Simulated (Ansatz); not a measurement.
# C: optical spectrum from first principles

Aim: the dielectric function of C, and the optical constants that follow from it. The cell comes from an older database entry, whose edges can differ from later determinations, mostly by under a per cent.

Calculated with Ansatz 0.2.0; DFT, PBE, plane-wave PAW, default files, scalar-relativistic, independent-particle optical response without local fields.

The database entry behind the starting cell differs from other determinations of this structure, so it need not match the best structure at room temperature.

### 1. Starting point

Symmetry: P6_3mc, No. 186, hexagonal system. The conventional cell has a = 2.470 Å, b = 2.470 Å, c = 6.790 Å, α = 90.00°, β = 90.00°, γ = 120.00°. Nearest to C lie 3 C at 1.43 Å. Nearest to C lie 3 C at 1.43 Å.

### 2. Ground state and bands

The self-consistent density comes first; it also tells whether there is a gap, which decides the occupations and the need for a Drude term.

This step: DFT, PBE, plane-wave PAW, default files, scalar-relativistic, ground state (Ansatz 0.2.0).

input.yaml reads:

```yaml
crystal:
  lattice:
    - [2.47, 0.0, 0.0]
    - [-1.235, 2.1390827473, 0.0]
    - [0.0, 0.0, 6.79]
  atoms:
    - { symbol: C, position: [0.6666666667, 0.3333333333, 0.505] }
    - { symbol: C, position: [0.3333333333, 0.6666666667, 0.005] }
    - { symbol: C, position: [0.0, 0.0, 0.5] }
    - { symbol: C, position: [0.0, 0.0, 0.0] }
kpoints:
  mp_grid: { grid: [11, 11, 4] }
  band_path:
    path:
      - [[0.0, 0.0, 0.0], [0.5, 0.0, 0.0], [0.33333333, 0.33333333, 0.0], [0.0, 0.0, 0.0], [0.0, 0.0, 0.5], [0.5, 0.0, 0.5], [0.33333333, 0.33333333, 0.5], [0.0, 0.0, 0.5]]
      - [[0.5, 0.0, 0.5], [0.5, 0.0, 0.0]]
      - [[0.33333333, 0.33333333, 0.0], [0.33333333, 0.33333333, 0.5]]
    npoints: 5
scf:
  occupations: { method: fermi_dirac, width: 0.05 }
  n_extra_bands: 8
hamiltonian:
  xc: pbe
  pseudopotentials: { kind: paw }
output:
  forces: true
  stress: true
  populations: true
  write_bands: true
```

Run with:

```
ansatz run input.yaml --threads 4 --pin off --max-ram 8192MiB --backend cpu --events-out ev --progress --plain --runs-dir out
```

Output:

```text
scf.n_extra_bands = 8 over 8 filled bands (N_el = 16.0): the run solves 16 bands
Engine: ansatz 0.2.0, x86_64-unknown-linux-gnu
Pseudopotentials: kind: paw
Pseudopotential: C, paw, valence charge 4, recommended cutoff 420 eV (normal), C.paw.azcp
Functional definition: PBE
  parameter kappa = 0.804
  parameter beta = 0.066725
  exchange = pbe_x(kappa = kappa, mu = beta*pi^2/3)
  correlation = pbe_c(beta = beta)
Crystal: 4 atoms, lattice volume = 35.875 Å³
Basis set: ecut = 420 eV, 665 PW (Γ), exchange–correlation on 36×36×96 points (8 copies of the dense FFT grid, shifted against one another)
Bands: 16, of which v1, the nominal top of the filled ones, is band 8 counted from 1 (7 counted from 0)
Symmetry: 12 space group operations
Space group: P63mc (ITA 186), of the structure as read, at distance tolerance 3.3e-5 Å
k-points: 48 of 484 (time reversal used)
Non-local potential: C, projectors of the file, l = 0: 2, l = 1: 2, l = 2: 1
PAW form: soft (Blöchl's): semilocal exchange-correlation on the pseudo side does not see the compensation charge
PAW one-centre angular grid: C, 110 points (default); XC on 64 Gauss nodes
Initial density: superposition of atomic densities (neutral atoms: chi_scale 0, normalization atom), corrected by the library's trained network
Initial wavefunctions: pseudopotential atomic-orbital guess
Functional: x = pbe(κ = 0.804, μ = 0.219515), c = pbe(β = 0.066725)
SCF iter   1: F=—  HF=-1003.704921 eV  |F-HF|=—  |Δ(HF+E_count)|=         —  Δρ=2.60e-3  dr2=2.09e-3  ethr=1.77e-3  ⟨swp⟩=5.1  Hψ=3609  notcnv=0  defer=41
preconditioner: auto → none  [insulator: Δε(μ)=1.243 eV  Ē_g=18.322 eV  σ=0.050 eV  W_gap=1.00  n_scr=4 (ndim 8)  ℏωp=24.8 eV  f_vac=0.004  D(μ)=0.00/eV (n_scr^D=0)  ε∞_Penn≈2.8]
SCF iter   2: F=—  HF=-1003.705733 eV  |F-HF|=—  |Δ(HF+E_count)|=   8.11e-4  Δρ=1.28e-3  dr2=4.48e-4  ethr=1.31e-5  ⟨swp⟩=2.5  Hψ=1457  notcnv=0  defer=72
SCF iter   3: F=—  HF=-1003.705856 eV  |F-HF|=—  |Δ(HF+E_count)|=   1.23e-4  Δρ=1.76e-4  dr2=5.65e-6  ethr=2.80e-6  ⟨swp⟩=2.1  Hψ=999  notcnv=0  defer=72
SCF iter   4: F=—  HF=-1003.705871 eV  |F-HF|=—  |Δ(HF+E_count)|=   1.55e-5  Δρ=5.90e-5  dr2=3.70e-7  ethr=3.53e-8  ⟨swp⟩=2.2  Hψ=972  notcnv=0  defer=72
iter 5 did not close the SCF: its close was put off for the readings that it lacked (scf_convergence_deferred on its scf_iter line)
SCF iter   5: F=-1003.705872 eV  HF=-1003.705872 eV  |F-HF|=5.49e-9  |Δ(HF+E_count)|=   8.18e-7  Δρ=5.71e-6  dr2=1.02e-8  ethr=2.31e-9  ⟨swp⟩=2.1  Hψ=984  notcnv=0  defer=72
SCF iter   6: F=-1003.705872 eV  HF=-1003.705872 eV  |F-HF|=1.07e-11  |Δ(HF+E_count)|=   1.43e-9  Δρ=1.10e-6  dr2=2.70e-10  ethr=6.36e-11  ⟨swp⟩=5.7  Hψ=3245  notcnv=0
SCF 1 converged in 6 iterations: F = -1003.705872 eV  dr2 = 2.70e-10
  greatest PAW one-centre occupation: 0.672 electrons in one spin orbital (limit 2), on the C atom at site 3 (counted from 0), in its partial waves of l = 0
NSCF: frozen V_eff on 48 k-points
SCF converged after 6 iterations
Free energy (F): -1003.705872 eV
Harris-Foulkes:  -1003.705872 eV  (|F-HF|=1.07e-11)
Internal energy: -1003.705872 eV  (E = F + TS)
E sigma→0 (E₀):  -1003.705872 eV
Entropy (-TS):   -0.000000 eV (-0.000 meV/atom)
Fermi energy:    6.853634 eV
--- Per-component energies (eV) ---
  E_band       = -36.712338
  E_kinetic    = 362.949336
  E_local      = -621.304450  (includes V_loc(G=0)·N_el)
  E_nonlocal   = 109.037231
  E_hartree    = 188.631504
  E_xc         = -191.855256
  E_vxc        = -237.540202  (∫ρ·V_xc dr)
  E_paw        = -397.297263  (= ΣΔE_a)
  E_vpaw       = -27.117432  (= ΣTr[D̂ρ^β])
  E_aug_tail   = 0.000029  (compensation charges beyond the density's cutoff)
  E_ewald      = -453.867003
  E_smearing   = -0.000000  (= −TS)
  E_closure    = 0.000000  (closes the sum)
  Σ components = -1003.705872   (vs F -1003.705872, Δ=0.00e0)
--- Forces (eV/Å), atoms counted from 1 ---
  atom   1  C      0.00000000    -0.00000000    -0.56957150
  atom   2  C      0.00000000     0.00000000    -0.56957150
  atom   3  C     -0.00000000     0.00000000     0.56954991
  atom   4  C     -0.00000000    -0.00000000     0.56954991
  max |Σ_I F_I| component: 4.32e-5 eV/Å
--- Stress (GPa, compression-positive) ---
       -2.074401      -0.000000       0.000000
        0.000000      -2.074401       0.000000
       -0.000000      -0.000000       2.864751
  P = ⅓ Tr σ = -0.4280 GPa (-4.280 kbar)
--- Band table (eV; the first three rows and the last of 48) ---
  k-point 0: bands = [... 4 lower, 3.7912, 3.7912, 3.8071, 3.8071, 10.9938, 15.1068, 15.1068, 15.1522, ... 4 higher]
  k-point 1: bands = [... 4 lower, 3.7936, 3.7936, 3.8047, 3.8047, 11.7089, 15.1122, 15.1122, 15.1455, ... 4 higher]
  k-point 2: bands = [... 4 lower, 3.7988, 3.7988, 3.7988, 3.7988, 13.5368, 13.5368, 15.1282, 15.1282, ... 4 higher]
  k-point 47: bands = [... 4 lower, -3.2327, -3.2327, 6.0380, 6.0380, 7.5326, 7.5326, 17.1193, 17.1193, ... 4 higher]
--- Löwdin populations: 4 sites ---
  site symbol       q [e]
     0      C      3.9685
     1      C      3.9685
     2      C      3.9622
     3      C      3.9622
  spilling = 0.008669 (of n_electrons = 16.000000)
```

It took 2.2 s on 4 threads of Intel Xeon at 2.50GHz (Skylake/Cascade Lake), shared host; peak memory 0.35 GiB; 7 s of CPU time.

This step gave:

| Item | Value |
| --- | --- |
| free energy | -1003.7059 eV |
| Fermi energy | 6.854 eV |
| electrons | 16 |
| symmetry operations | 12 |
| pressure | -0.4280 GPa |
| volume | 35.88 Å³ |
| gap on the path | 0 eV |

There are states at the Fermi level within the smearing, so the occupations stay smeared and the carriers get a Drude term. The cell is left with a pressure of -0.4 GPa and forces up to 0.57 eV/Å, as it stands unrelaxed at this level.

The electronic bands at the labelled points (eV, zero at the Fermi level; # counts the bands kept):

```
          point      #3      #4     #5     #6     #7     #8     #9    #10
              Γ   -3.06   -3.06  -3.05  -3.05   4.14   8.25   8.25   8.30
0.40 of the way   -6.12   -5.55  -4.56  -4.52   5.28   8.03   8.23   8.33
              M   -6.45   -6.40  -2.77  -2.13   1.45   2.10   7.12   7.48
0.60 of the way   -8.89   -8.80  -1.92  -1.29   1.28   1.42  10.42  11.04
              K  -10.54  -10.54  -0.65  -0.07  -0.07   0.61  11.03  11.03
0.40 of the way   -7.49   -7.44  -5.13  -3.55   4.56   5.03   7.66  10.60
              Γ   -3.06   -3.06  -3.05  -3.05   4.14   8.25   8.25   8.30
0.40 of the way   -3.06   -3.06  -3.05  -3.05   4.61   8.26   8.26   8.29
              A   -3.06   -3.06  -3.06  -3.06   6.68   6.68   8.28   8.28
0.40 of the way   -6.15   -6.15  -4.54  -4.54   7.52   7.52   8.24   8.24
              L   -6.43   -6.43  -2.40  -2.40   1.60   1.60   7.30   7.30
0.40 of the way   -7.67   -7.67  -2.02  -2.02   1.48   1.48   9.00   9.00
              H  -10.54  -10.54  -0.06  -0.06  -0.04  -0.04  10.11  10.11
0.60 of the way   -6.16   -6.16  -5.40  -5.40   7.54   7.54   8.27   8.27
              A   -3.06   -3.06  -3.06  -3.06   6.68   6.68   8.28   8.28
      jump to L   -6.43   -6.43  -2.40  -2.40   1.60   1.60   7.30   7.30
0.40 of the way   -6.44   -6.41  -2.61  -2.22   1.47   1.85   7.19   7.41
              M   -6.45   -6.40  -2.77  -2.13   1.45   2.10   7.12   7.48
      jump to K  -10.54  -10.54  -0.65  -0.07  -0.07   0.61  11.03  11.03
0.40 of the way  -10.54  -10.54  -0.54  -0.06  -0.06   0.48  10.60  10.60
              H  -10.54  -10.54  -0.06  -0.06  -0.04  -0.04  10.11  10.11
```

### 3. Spectrum

The spectrum is a sum over vertical transitions between filled and empty bands at the fixed density, so many empty bands are needed.

This step: DFT, PBE, plane-wave PAW, default files, scalar-relativistic, independent-particle optical response without local fields (Ansatz 0.2.0).

input.yaml, the sections that differ from step 2:

```yaml
kpoints:
  mp_grid: { grid: [14, 14, 5] }
scf:
  occupations: { method: fermi_dirac, width: 0.05 }
output:
  optics:
    e_range: [0, 14]
    de: 0.05
    sigma: 0.1
    drude_damping: 0.05
    nscf_kmesh: { grid: [15, 15, 5] }
    bands: { spectra_wanted_up_to: 14 }
# crystal, hamiltonian: as in step 2
```

Output:

```text
[...]
Crystal: 4 atoms, lattice volume = 35.875 Å³
Basis set: ecut = 420 eV, 665 PW (Γ)
Bands: 12, of which v1, the nominal top of the filled ones, is band 8 counted from 1 (7 counted from 0)
Symmetry: 12 space group operations
[...]
k-points: 72 of 980 (time reversal used)
[...]
SCF iter   1: F=—  HF=-1003.704637 eV  |F-HF|=—  |Δ(HF+E_count)|=         —  Δρ=2.69e-3  dr2=2.26e-3  ethr=1.77e-3  ⟨swp⟩=6.0  Hψ=4764  notcnv=0
[...]
SCF iter   8: F=-1003.705027 eV  HF=-1003.705027 eV  |F-HF|=5.68e-13  |Δ(HF+E_count)|=  4.89e-12  Δρ=1.93e-8  dr2=7.97e-14  ethr=1.00e-12  ⟨swp⟩=2.4  Hψ=1825  notcnv=0
SCF 1 converged in 8 iterations: F = -1003.705027 eV  dr2 = 7.97e-14
[...]
NSCF: frozen V_eff on 81 k-points
output.optics: what the bands over the 24 summed would add to eps1, eps2 and the energy-loss function is held between a lower and an upper bound (6 Lanczos steps). eps1, eps2 and their loss function (loss_summed_bands) are given on every row as the summed bands alone make them. Along an axis, on a row where the two bounds hold the loss function to about 1 % of the greater of itself and 0.5 % of |1/eps|, its cell (loss_completed) is given, with the completed eps1 and eps2 that it is formed of (a cell that is left empty reads nan in the table and null in the record). The two bounds hold it so along every axis on all 280 rows up to 14.000 eV. [rest of the remark cut]
SCF converged after 8 iterations
Free energy (F): -1003.705027 eV
[...]
Internal energy: -1003.705024 eV  (E = F + TS)
E sigma→0 (E₀):  -1003.705026 eV
Entropy (-TS):   -0.000004 eV (-0.001 meV/atom)
Fermi energy:    6.844250 eV
[...]
--- Band table (eV; the first three rows and the last of 72) ---
  k-point 0: bands = [... 4 lower, 3.7914, 3.7914, 3.8073, 3.8073, 10.9940, 15.1070, 15.1070, 15.1524]
  k-point 1: bands = [... 4 lower, 3.7930, 3.7930, 3.8057, 3.8057, 11.4591, 15.1114, 15.1114, 15.1482]
  k-point 2: bands = [... 4 lower, 3.7964, 3.7964, 3.8014, 3.8014, 12.7110, 14.4361, 15.1211, 15.1211]
  k-point 71: bands = [... 4 lower, -3.4113, -3.3902, 6.0809, 6.2793, 7.3582, 7.4586, 17.0992, 17.1381]
```

Run time: 2.2 min. Hardware: 4 threads; peak memory 1.2 GiB.

This step gave:

```
main peak of the optical conductivity above 1 eV, first axis : 13.72 eV
centre of weight of the strongest loss peak in the window    : 6.745 eV
Drude plasma energy, first axis                              : 1.068 eV
bands summed                                                 : 24
spectra valid up to                                          : 20.97 eV
program's estimate of the k-sum error in Im epsilon          : 0.1 %
electrons in the f-sum                                       : 13.39
```

The Im ε has structure finer than the step of the table below, so its rows give means over 0.5 eV. Peaks (eV: height): E ∥ x or y 4.05: 17.0, 13.70: 11.3; E ∥ z 10.85: 8.20, 11.30: 8.02.

Table of Im ε by photon energy; means over each step:

```
photon energy (eV)  E ∥ x or y   E ∥ z
               1.0        14.8   0.564
               1.5        10.2   0.457
               2.0        8.60   0.418
               2.5        8.09   0.430
               3.0        8.48   0.507
               3.5        10.7   0.795
               4.0        15.0   0.777
               4.5        7.45   0.456
               5.0        3.64   0.252
               5.5        2.18   0.157
               6.0        1.40   0.109
               6.5       0.935  0.0819
               7.0       0.646  0.0653
               7.5       0.457  0.0554
               8.0       0.331  0.0514
               8.5       0.245  0.0583
               9.0       0.185  0.0785
               9.5       0.143   0.115
              10.0       0.120   0.201
              10.5       0.193   0.876
              11.0       0.400    6.75
              11.5        3.29    7.80
              12.0        4.26    6.93
              12.5        4.78    5.03
              13.0        5.83    4.81
              13.5        9.45    5.04
```

Table of Re ε by photon energy:

```
photon energy (eV)  E ∥ x or y  E ∥ z
               0.5        9.48   3.53
               1.0        4.64   3.21
               1.5        5.49   3.13
               2.0        5.63   3.12
               2.5        5.78   3.14
               3.0        5.99   3.19
               3.5        6.23   3.24
               4.0        1.82   2.65
               4.5       -5.84   2.59
               5.0       -3.46   2.70
               5.5       -2.05   2.84
               6.0       -1.00   2.98
               6.5      -0.199   3.13
               7.0       0.448   3.29
               7.5       0.994   3.48
               8.0        1.48   3.71
               8.5        1.92   4.00
               9.0        2.37   4.39
               9.5        2.86   4.96
              10.0        3.44   5.90
              10.5        4.25   8.18
              11.0        5.48   6.14
              11.5        6.56   4.47
              12.0        5.27   1.09
              12.5        4.96   1.26
              13.0        5.39   1.35
              13.5        5.04   1.40
              14.0       -2.33  0.547
```

(Part 1 of 2 ends here.)

[Long decimals in the printed logs are rounded to 6 places.]

[Logs are printed without paths, hosts, clocks, repeated set-up lines and the standing remarks that a program may print on its own settings, such as how far it seeks lower states.]

[Hosts, paths, dates, database ids (printed as entryN), source tags and the programs' standing remarks are cut or masked in the printed files.]

[Where the starting crystal was built by hand or by swapping elements, it need not be the compound's stable phase.]

[The count of steps not shown may lack steps that the program refused or didn't finish.]
